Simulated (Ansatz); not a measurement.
## 1T-CrSTe bilayer (AA) in a perpendicular field

What dipole does a perpendicular field induce in the 1T-CrSTe bilayer (AA)? A positive field points along +c.

Calculated with Ansatz 0.2.0; plane-wave DFT, PBE-D3(BJ), Ansatz PAW.

Most raw output is cut from this account.

In doubt: warnings of the run leave room for a lower electronic state, so energies may not be the lowest and differences between runs may mislead.

## (1) The starting structure

The cell holds 6 atoms: 2 Te, 2 Cr and 2 S. Its edges and angles: a = 3.365 Å, b = 3.365 Å, c = 49.597 Å, α = 90.0°, β = 90.0°, γ = 120.0°. Regions: layer 1: 1T-CrSTe, 3 atoms (1 Te, 1 Cr and 1 S); layer 2: 1T-CrSTe, 3 atoms (1 Te, 1 Cr and 1 S). Vacuum lies along c.

## (2) Relaxing the slab

The starting cell is a guess, so the in-plane lattice and the atoms are relaxed first, with the slab cut off from its images along the normal.

The input, input.yaml:

```yaml
crystal:
  lattice:
    - [3.365, 0.0, 0.0]
    - [-1.6825, 2.9141754837, 0.0]
    - [0.0, 0.0, 49.597222188]
  atoms:
    - { symbol: Te, position: [0.6666666667, 0.3333333333, 0.406272753] }
    - { symbol: Cr, position: [0.0, 0.0, 0.4426400387], spin: 3.0 }
    - { symbol: S, position: [0.3333333333, 0.6666666667, 0.4682441893] }
    - { symbol: Te, position: [0.6666666667, 0.3333333333, 0.5317558107] }
    - { symbol: Cr, position: [0.0, 0.0, 0.5681230964], spin: -3.0 }
    - { symbol: S, position: [0.3333333333, 0.6666666667, 0.593727247] }
  periodic: [true, true, false]
magnetization:
  spin_polarized: true
kpoints:
  mp_grid: { grid: [12, 12, 1] }
hamiltonian:
  xc: pbe
  dispersion: d3bj
scf:
  occupations: { method: fermi_dirac, width: 0.05 }
  convergence: { dr2_threshold: 1.0e-09 }
relax:
  f_tol: 0.004
  max_steps: 90
  cell: {}
output:
  write_potential: true
  write_density: true
  volumetric_format: npy
```

The run is started by

```sh
ansatz run input.yaml --threads 4 --pin off --max-ram 6144MiB --backend cpu --events-out ev --progress --plain --runs-dir out
```

Elapsed: 8.4 min, on 4 threads of Intel Xeon Platinum 8259CL at 2.50GHz (Skylake/Cascade Lake), shared host; peak memory 1.4 GiB.

The steps of the relaxation:

```
step  energy less that of the first step (eV)  largest force component (eV/Å)  volume (Å³)
   1                                   0.0000                          1.3862       486.36
   2                                  -0.5668                          0.5335       508.37
   3                                  -0.5986                          1.2330       507.18
   4                                  -0.5360                          0.2930       523.94
   5                                  -0.5976                          0.2582       516.67
   6                                  -0.6059                          0.2373       511.86
   7                                  -0.6099                          0.1986       512.18
   8                                  -0.6125                          0.0745       512.46
   9                                  -0.6124                          0.1869       511.86
  10                                  -0.6130                          0.0126       512.00
  11                                  -0.6132                          0.0130       511.56
  12                                  -0.6132                          0.0461       511.11
  13                                  -0.6133                          0.0045       511.35
  14                                  -0.6133                          0.0045       510.95
  15                                  -0.6133                          0.0019       510.97
 16*                                  -0.6150                          0.0021       510.97
```

Relaxation steps marked * repeat the geometry before them on a plane-wave basis chosen anew for their cell, so energy and pressure can jump there. Relaxation steps 4, 5, 9, 12 were tried and not accepted.

The run keeps the 6 symmetry operations that it works with, so distortions that break them were not tested.

```
cell as run  before  after  change
      a (Å)   3.365  3.449  +2.5 %
      b (Å)   3.365  3.449  +2.5 %
```

The atoms that moved most (Å, along periodic axes as changes of fractional coordinates times the final cell, across vacuum about the mean position):

```
atom     dx     dy      dz  length
 Cr2  0.000  0.000   0.153   0.153
  S6  0.000  0.000  -0.123   0.123
 Te4  0.000  0.000  -0.102   0.102
 Te1  0.000  0.000   0.042   0.042
  S3  0.000  0.000   0.028   0.028
```

Final coordinates:

```xyz
6
Lattice="3.4491 0.0000 0.0000 -1.7245 2.9870 0.0000 0.0000 0.0000 49.5972" Properties=species:S:1:pos:R:3
Te    1.7245    0.9957   20.1923
Cr    0.0000    0.0000   22.1069
S     0.0000    1.9913   23.2518
Te    1.7245    0.9957   26.2718
Cr    0.0000    0.0000   28.1781
S     0.0000    1.9913   29.3246
```

This step gave:

* energy at zero smearing: -22524.3681 eV
* total moment: 0.05734 μB
* site moments: -0.1149, 2.314, -0.07646, 0.1208, -2.286, 0.07558 μB

Site moment by atom:

```
atom  site moment (μB)
 Te1             -0.11
 Cr2              2.31
  S3             -0.08
 Te4              0.12
 Cr5             -2.29
  S6              0.08
```

The lattice constant a goes from 3.365 to 3.449 Å.

## (3) Single point, field 0

A sawtooth potential applies the field, turning back in the middle of the vacuum. With the dipole correction the typed value is the field outside the slab. The induced dipole is small, so the SCF threshold is tight.

The cell differs from the one that the last finished run ended in (c 49.597 → 27.132 Å).

The input, input.yaml:

```yaml
crystal:
  lattice:
    - [3.4490874277, 0.0, 0.0]
    - [-1.7245437138, 2.9869973322, 0.0]
    - [0.0, 0.0, 27.1323440153]
  atoms:
    - { symbol: Te, position: [0.6666666667, 0.3333333333, 0.3317074262], spin: -0.11 }
    - { symbol: Cr, position: [0.0, 0.0, 0.4022721034], spin: 2.31 }
    - { symbol: S, position: [0.3333333333, 0.6666666667, 0.4444687007], spin: -0.08 }
    - { symbol: Te, position: [0.6666666667, 0.3333333333, 0.5557781341], spin: 0.12 }
    - { symbol: Cr, position: [0.0, 0.0, 0.6260361997], spin: -2.29 }
    - { symbol: S, position: [0.3333333333, 0.6666666667, 0.6682925738], spin: 0.08 }
magnetization:
  spin_polarized: true
kpoints:
  mp_grid: { grid: [18, 18, 1] }
  band_path:
    path: [[0, 0, 0], [0.5, 0, 0], [0.33333333, 0.33333333, 0], [0, 0, 0]]
    npoints: 16
hamiltonian:
  xc: pbe
  dispersion: d3bj
scf:
  occupations: { method: fermi_dirac, width: 0.05 }
  convergence: { dr2_threshold: 1.0e-10 }
efield:
  axis: 3
  dipole_correction: true
  ramp_position: 0.97
  ramp_width: 0.06
  amplitude: 0
output:
  dos: { projected: true, e_range: [-6, 5] }
  bader: true
  write_potential: true
  write_density: true
  volumetric_format: npy
  elf: true
```

The job ended after 78 s (4 threads; peak memory 1.4 GiB; 5 min of CPU time).

This step gave:

| Property | Result |
| --- | --- |
| energy at zero smearing | -22524.3662 eV |
| total moment | 0.06496 μB |
| site moments | -0.1058, 2.326, -0.07406, 0.1121, -2.294, 0.07417 μB |
| work function, upper face | 5.581 eV |
| work function, lower face | 4.722 eV |
| dipole along the normal | -0.04891 e·Å |
| step between the vacuum levels | 0.8590 eV |

Running mean over a fixed 2.7 Å (it still follows the layers) of the planar mean; the ramp of the sawtooth is left out. Table of electron's electrostatic potential energy less the Fermi level by z:

```
z (Å)  electron's electrostatic potential energy less the Fermi level (eV)
    4                                                                 4.72
    5                                                                 4.72
    6                                                                 4.63
    7                                                                 3.32
    8                                                                0.931
    9                                                                -1.99
   10                                                                -4.62
   11                                                                -6.83
   12                                                                -5.02
   13                                                                -1.04
   14                                                                0.560
   15                                                                -1.77
   16                                                                -4.44
   17                                                                -6.73
   18                                                                -5.09
   19                                                                0.114
   20                                                                 4.57
   21                                                                 5.54
   22                                                                 5.58
   23                                                                 5.58
   24                                                                 5.58
```

The density of states has structure finer than the step of the table below, so its rows give means over 0.25 eV, whole bins alone (the curve runs from -6 to 1.99 eV). Peaks (eV: height): total -3.350: 11.7, -2.750: 14.9, -2.220: 11.3, -1.450: 11.4, -0.650: 11.9, 1.750: 10.8, 1.910: 18.0; up -4.370: 6.75, -3.350: 8.68, -2.750: 6.19, -1.450: 8.45, -0.980: 5.71, -0.710: 5.96, 1.910: 13.5; down -3.240: 7.50, -2.750: 8.76, -2.220: 7.76, -0.650: 8.51, 1.580: 6.56, 1.750: 8.07, 1.970: 6.66.

The density of states by energy, zero at the Fermi level; means over each step; values in states/eV a cell:

```
energy (eV)  total     up   down
      -5.75  0.690  0.430  0.260
      -5.50   1.90   1.02  0.878
      -5.25   2.82   1.49   1.33
      -5.00   4.24   2.04   2.20
      -4.75   5.52   2.49   3.04
      -4.50   5.77   3.03   2.74
      -4.25   4.66   1.91   2.75
      -4.00   2.61   1.35   1.26
      -3.75   4.85   2.97   1.87
      -3.50   6.62   4.08   2.54
      -3.25   7.68   2.22   5.46
      -3.00   5.77   2.39   3.38
      -2.75   6.67   3.84   2.83
      -2.50   3.31   2.34  0.965
      -2.25   5.34   2.41   2.94
      -2.00   6.86   3.32   3.54
      -1.75   5.30   2.61   2.70
      -1.50   6.58   3.71   2.87
      -1.25   3.40   1.44   1.96
      -1.00   5.31   2.91   2.39
      -0.75   5.15   2.56   2.59
      -0.50   5.09   2.45   2.63
      -0.25   4.72   2.23   2.50
       0.00   2.91   1.30   1.61
       0.25   1.91  0.937  0.971
       0.50   1.48  0.710  0.775
       0.75   1.63  0.655  0.970
       1.00   6.45   3.17   3.28
       1.25   4.51   2.18   2.33
       1.50   4.66   2.55   2.11
       1.75   7.82   3.29   4.53
```

Projected DOS per atom over height of the atomic layer and energy from the Fermi level. Layers: Te Cr S Te Cr S from below.

Values in states/eV, 22 rows by 6 columns, each cell a mean:
```
0.88 3.51 0.53 0.79 3.17 0.47
0.38 1.57 0.42 0.37 1.54 0.43
0.44 1.93 0.42 0.33 1.70 0.42
0.24 0.54 0.18 0.26 0.36 0.17
0.30 0.34 0.14 0.34 0.37 0.15
0.46 0.59 0.24 0.54 0.79 0.31
0.67 1.26 0.34 0.65 1.36 0.36
0.61 1.75 0.28 0.63 1.73 0.35
0.46 1.33 0.27 0.52 1.07 0.27
0.75 1.46 0.38 1.17 1.49 0.53
1.40 1.04 0.53 1.33 1.03 0.51
1.74 0.99 0.55 1.15 0.78 0.51
0.79 0.54 0.46 0.48 0.73 1.17
0.52 0.81 1.62 0.72 0.86 1.42
0.59 1.23 1.69 0.47 1.54 1.84
0.63 0.94 1.47 0.57 0.67 1.26
0.44 0.31 0.56 0.50 0.49 0.89
1.11 0.57 1.18 0.89 0.52 1.35
0.93 0.47 1.35 0.93 0.51 1.03
0.39 0.45 1.09 0.69 0.33 0.51
0.34 0.27 0.52 0.46 0.20 0.24
0.09 0.08 0.11 0.07 0.04 0.04
```
Columns: height of the atomic layer (Å) from 9 to 18.1 (not evenly spaced); rows upwards: energy from the Fermi level (eV) from -5.96 to 1.96.

Projected DOS per atom, spin up over height of the atomic layer and energy from the Fermi level. Layers: Te Cr S Te Cr S from below.

Ten even steps from '_' (0.00 states/eV) to '@' (2.54 states/eV), each cell a mean:
```
..::....@@__
__::..__--__
__....__++__
____________
____________
....________
..==....____
__**__..____
__==__..____
__++__::__..
::--__::__..
--::__..____
::..__..::==
______..::==
..----____..
..::--..__::
____....__..
........__--
::..::..__..
__..::..____
____..______
____________
```
Columns: height of the atomic layer (Å) from 9 to 18.1 (not evenly spaced); rows upwards: energy from the Fermi level (eV) from -5.96 to 1.96.

Projected DOS per atom, spin down over height of the atomic layer and energy from the Fermi level. Layers: Te Cr S Te Cr S from below.

Ten even steps from '0' (0.00 states/eV) to '9' (2.81 states/eV), each cell a mean:
```
190121
030011
050011
010000
000000
000120
000141
100050
100030
100140
301220
201220
000000
125010
102145
001012
000011
202111
102112
001101
000000
000000
```
Columns: height of the atomic layer (Å) from 9 to 18.1 (not evenly spaced); rows upwards: energy from the Fermi level (eV) from -5.96 to 1.96.

Deep bands are left out, so band numbers here count from the lowest band kept and differ from the log's. The electronic bands at the labelled points (eV, zero at the Fermi level; # counts the bands kept):

```
  point  up #11  up #13  up #14  up #15  down #11  down #13  down #14  down #15
      Γ    0.32    1.02    1.31    1.31      0.08      0.99      1.42      1.42
halfway   -1.45   -0.05   -0.01    0.67     -1.36     -0.05      0.05      0.73
      M   -1.10   -0.60   -0.55   -0.43     -1.05     -0.57     -0.49     -0.41
halfway   -1.96   -0.95   -0.72   -0.28     -2.01     -0.90     -0.65     -0.20
      K   -2.09   -0.93   -0.66   -0.50     -2.22     -0.87     -0.61     -0.35
halfway   -1.30   -0.77   -0.47    0.51     -1.34     -0.75     -0.31      0.55
      Γ    0.32    1.02    1.31    1.31      0.08      0.99      1.42      1.42
```

Spin density in the ca plane at fractional y = 0.000, with atoms of Cr within 0.2 Å of it.

Ten even steps from '0' (-3.2 e/Å³) to '9' (3.0 e/Å³), each cell a mean:
```
55555555555555555556886555555555555431244555
55555555555555555555565555555555555544445555
55555555555555555555555555555555555555555555
55555555555555555555555555555555555555555555
55555555555555555555555555555555555555555555
55555555555555555555555555555555555555555555
55555555555555555555555555555555555544455555
55555555555555555555675555555555555443345555
55555555555555555556996555555555555420134555
```
Columns run along c (16.0 Å, from fractional 0.13 to 0.72 of the cell), rows up along a (3.4 Å). Atoms in or near the plane, at fractional coordinates: Cr at (0.40, 0.00), Cr at (0.63, 0.00).

Valence density in the ca plane at fractional y = 0.000, with atoms of Cr within 0.2 Å of it. It is the smooth field of the valence electrons, not physical close to the nuclei.

Ten steps, logarithmic in the rise over the least value, from '0' (0 e/Å³) to '9' (19 e/Å³), each cell a mean:
```
00000000000000011136996310000000111379852100
00000000000000111123553211000001111245531100
00000000000001122211222221000011221112222110
00000000000011222211112222100112222111122211
00000000000011222211112222100122222111122211
00000000000001222211112221100112222111122210
00000000000001111112332211000011111123322110
00000000000000111125775210000001111367742100
00000000000000001137997310000000111489962100
```
Columns run along c (16.0 Å, from fractional 0.13 to 0.72 of the cell), rows up along a (3.4 Å). Atoms in or near the plane, at fractional coordinates: Cr at (0.40, 0.00), Cr at (0.63, 0.00).

Electrostatic potential energy in the ca plane at fractional y = 0.000, with atoms of Cr within 0.2 Å of it. With pseudopotentials it is smooth inside the atoms' cores, unlike the true potential.

Ten even steps from '0' (-37 eV) to '9' (7 eV), each cell a mean:
```
99999999999999999999986100158999999999840002
99999999999999999998888521479999999988863126
99999999999999999987788877888999998878887778
99999999999999999875678998888899998656889988
99999999999999999865578999887899997656889998
99999999999999999876688888888999998767888888
99999999999999999988888754689999999888876457
99999999999999999999987300268999999999851004
99999999999999999999986100058999999999830001
```
Columns run along c (16.0 Å, from fractional 0.07 to 0.66 of the cell; values clipped at the 3rd and 97th percentile), rows up along a (3.4 Å). Atoms in or near the plane, at fractional coordinates: Cr at (0.40, 0.00), Cr at (0.63, 0.00).

The work function of the upper face is 5.58 eV.

## (4) Single point, field 0.1 V/Å

Edit input.yaml of step 3 so:

```diff
@@ -30,6 +30,4 @@
   ramp_width: 0.06
-  amplitude: 0
+  amplitude: 0.1
 output:
-  dos: { projected: true, e_range: [-6, 5] }
-  bader: true
   write_potential: true
@@ -37,2 +35 @@
   volumetric_format: npy
-  elf: true
```

Elapsed: 59 s, on 4 threads; peak memory 1.4 GiB.

The dipole is 0.0165 e·Å, 0.0654 e·Å from its value without field.

## (5) Atoms held, field -0.1 V/Å

Edit input.yaml of step 4 so:

```diff
@@ -30,3 +30,3 @@
   ramp_width: 0.06
-  amplitude: 0.1
+  amplitude: -0.1
 output:
```

Wall time 62 s (4 threads); peak memory 1.4 GiB; 4 min of CPU time.

The dipole is -0.114 e·Å, -0.0654 e·Å from its value without field.

## (6) Single point, field 0.2 V/Å

Edit input.yaml of step 5 so:

```diff
@@ -30,3 +30,3 @@
   ramp_width: 0.06
-  amplitude: -0.1
+  amplitude: 0.2
 output:
```

The job ended after 60 s (4 threads; peak memory 1.4 GiB).

The dipole is 0.0820 e·Å, 0.131 e·Å from its value without field.

## (7) Atoms held, field -0.2 V/Å

Edit input.yaml of step 6 so:

```diff
@@ -30,3 +30,3 @@
   ramp_width: 0.06
-  amplitude: 0.2
+  amplitude: -0.2
 output:
```

Elapsed: 63 s, on 4 threads; peak memory 1.4 GiB.

The dipole is -0.180 e·Å, -0.131 e·Å from its value without field.

## (8) Single point, field 0.35 V/Å

Edit input.yaml of step 7 so:

```diff
@@ -30,4 +30,6 @@
   ramp_width: 0.06
-  amplitude: -0.2
+  amplitude: 0.35
 output:
+  dos: { projected: true, e_range: [-6, 5] }
+  bader: true
   write_potential: true
@@ -35 +37,2 @@
   volumetric_format: npy
+  elf: true
```

It took 1.7 min on 4 threads; peak memory 1.4 GiB; 6.4 min of CPU time.

The dipole is 0.180 e·Å, 0.229 e·Å from its value without field.

(Part 1 of 2 ends here.)

[Logs are printed without paths, hosts, clocks, repeated set-up lines and the standing remarks that a program may print on its own settings, such as how far it seeks lower states.]

[Hosts, paths, dates, database ids (printed as entryN), source tags and the programs' standing remarks are cut or masked in the printed files.]

[Maps of the electrostatic potential energy from Ansatz leave out the sawtooth potential of an applied field or a dipole correction, so their vacuum need not be flat; planar profiles and work functions include it.]
